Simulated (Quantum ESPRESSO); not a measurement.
Consider As (R-3m).

```
CELL_PARAMETERS angstrom
1.88080 1.08588 3.51406
-1.88080 1.08588 3.51406
0.00000 -2.17176 3.51406
ATOMIC_POSITIONS crystal
As 0.22600 0.22600 0.22600
As 0.77400 0.77400 0.77400
```

Absorber: atom 1, with 3 As at 2.51 Å (pyramidal, site symmetry 3m). Method: Quantum ESPRESSO XSpectra, PBEsol, excited-electron core hole (neutral cell), 8-atom cell with 5.6 Å between holes, 4×4×4 k points, dipole transitions, Lorentzian half width 1.07 eV up to 4 eV, rising linearly to 1.75 eV at 25 eV (not a setting of the program: the run's 0.4 eV curve was folded afterwards with a further Lorentzian).

The database entry behind the starting cell differs from later determinations by our own check (old inner coordinate), so it need not match the best structure at ambient conditions.

What does the As K edge look like?

Main maxima up to 30 eV above the zero (height): 1.5 eV (1.85), 11.4 eV (0.97) and 16.4 eV (0.87). A K edge sees empty p states on the absorber. 

The As K spectrum (energy from the energy zero of the input (xe0, at the border of filled and empty states); intensity scaled to a mean of 1 over the first 20 eV; folded afterwards to Lorentzian half width 1.07 eV up to 4 eV, rising linearly to 1.75 eV at 25 eV; the points at xe0, where the cut of filled states can leave a spike, are interpolated; polarised curves are means over the symmetry-equivalent atoms):

```tsv
E (eV)	isotropic	ε ⊥ c	ε ∥ c
-2.0	0.30	0.30	0.29
-1.5	0.40	0.40	0.39
-1.0	0.55	0.56	0.54
-0.5	0.80	0.80	0.79
0.0	1.14	1.14	1.14
0.5	1.50	1.50	1.51
1.0	1.76	1.77	1.75
1.5	1.85	1.89	1.77
2.0	1.80	1.89	1.62
2.5	1.71	1.83	1.46
3.0	1.56	1.66	1.35
3.5	1.37	1.42	1.27
4.0	1.24	1.24	1.24
4.5	1.16	1.13	1.21
5.0	1.06	1.02	1.16
5.5	0.95	0.91	1.03
6.0	0.84	0.83	0.85
6.5	0.75	0.78	0.70
7.0	0.70	0.74	0.61
7.5	0.66	0.71	0.57
8.0	0.65	0.69	0.55
8.5	0.66	0.71	0.57
9.0	0.71	0.76	0.61
9.5	0.78	0.83	0.68
10.0	0.85	0.90	0.76
10.5	0.92	0.95	0.85
11.0	0.96	0.98	0.92
11.5	0.97	0.98	0.95
12.0	0.95	0.96	0.93
12.5	0.91	0.92	0.89
13.0	0.86	0.87	0.84
13.5	0.82	0.82	0.82
14.0	0.80	0.79	0.83
14.5	0.81	0.78	0.86
15.0	0.83	0.79	0.91
15.5	0.86	0.81	0.95
16.0	0.87	0.82	0.95
16.5	0.87	0.83	0.94
17.0	0.86	0.84	0.91
17.5	0.85	0.83	0.89
18.0	0.84	0.82	0.87
18.5	0.82	0.80	0.87
19.0	0.82	0.80	0.85
19.5	0.82	0.81	0.84
20.0	0.82	0.82	0.82
20.5	0.82	0.83	0.82
21.0	0.82	0.82	0.83
21.5	0.82	0.82	0.84
22.0	0.83	0.82	0.85
22.5	0.84	0.83	0.85
23.0	0.85	0.85	0.85
23.5	0.85	0.85	0.85
24.0	0.84	0.84	0.85
24.5	0.83	0.83	0.85
25.0	0.82	0.81	0.85
25.5	0.81	0.80	0.84
26.0	0.80	0.78	0.83
26.5	0.79	0.77	0.82
27.0	0.78	0.77	0.80
27.5	0.78	0.77	0.80
28.0	0.79	0.78	0.81
28.5	0.81	0.80	0.83
29.0	0.83	0.82	0.85
29.5	0.85	0.84	0.87
30.0	0.87	0.86	0.89
30.5	0.88	0.88	0.90
31.0	0.88	0.88	0.90
31.5	0.87	0.86	0.89
32.0	0.85	0.84	0.86
```

The unit cell's mesh shows no gap over 0.35 eV. That is right for a metallic compound; for a small-gap or correlated insulator it would be the fault of the functional or of the assumed magnetic order, and the hole would be screened too well. The holes are only 5.6 Å apart, so the shape is probably not converged with cell size; no larger cell was run here. The structure is a published determination, not relaxed.

[Banner, clock and machine lines of the logs are left out without a mark of their own.]

[Logs are printed without paths, hosts, clocks, repeated set-up lines and the standing remarks that a program may print on its own settings, such as how far it seeks lower states.]

[Hosts, paths, dates, database ids (printed as entryN), source tags and the programs' standing remarks are cut or masked in the printed files.]

[Lists of maxima count a maximum above −3 eV only where it reaches 4 % of the highest in the window and stands out from its surroundings by 2 % of it (1.5 % where it reaches 55 %); shoulders and weaker maxima are passed over, and of the rest the first, up to two pre-edge ones and the few strongest are named.]
